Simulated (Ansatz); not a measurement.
# A thicker film of BN (110) from five thinner ones

In a field along its normal an insulating film takes a dipole p. Written as a length, p/(ε₀AE), it should grow by 1 − 1/ε for each ångström added.

Set-up. Ansatz 0.2.0, plane waves with PAW datasets (its set soft_2), PBE; zincblende films relaxed at a bulk in-plane lattice constant near the measured one, then held in weak fields of both signs with a dipole correction (A is the cell's area, E the outer field).

```tsv
run	distance between the outer atoms (Å)	p/(ε₀AE) (Å)
5 units	5.136	5.837
6 units	6.408	6.881
8 units	8.975	8.869
9 units	10.258	9.867
12 units	14.105	12.883
16 units	19.234	?
```

Q: Estimate the withheld value from the rows shown.

A least-squares line through the 5 rows shown has slope 0.7834 and intercept 1.8353; no row lies more than 0.026 Å off it. That slope means ε = 1/(1 − 0.7834) = 4.62. At 19.234 it gives 0.7834 × 19.234 + 1.8353 = 16.903 Å, beyond the rows fitted. Rounding and scatter of the rows alone allow about ±0.059 Å there.

The run itself gives 16.902 Å: a miss of −0.001 Å, or 0.0 % of the value. The length is met to within 1 %, though ε is more sensitive than the length: the two thickest films give ε = 4.62.

Caveats: This is the electronic response alone. A unit is one step of the cut along the normal (a plane, a pair of planes or a cell), and the layers relax along it, away from their bulk spacing where the functional's lattice constant differs from the one held.

[Logs are printed without paths, hosts, clocks, repeated set-up lines and the standing remarks that a program may print on its own settings, such as how far it seeks lower states.]
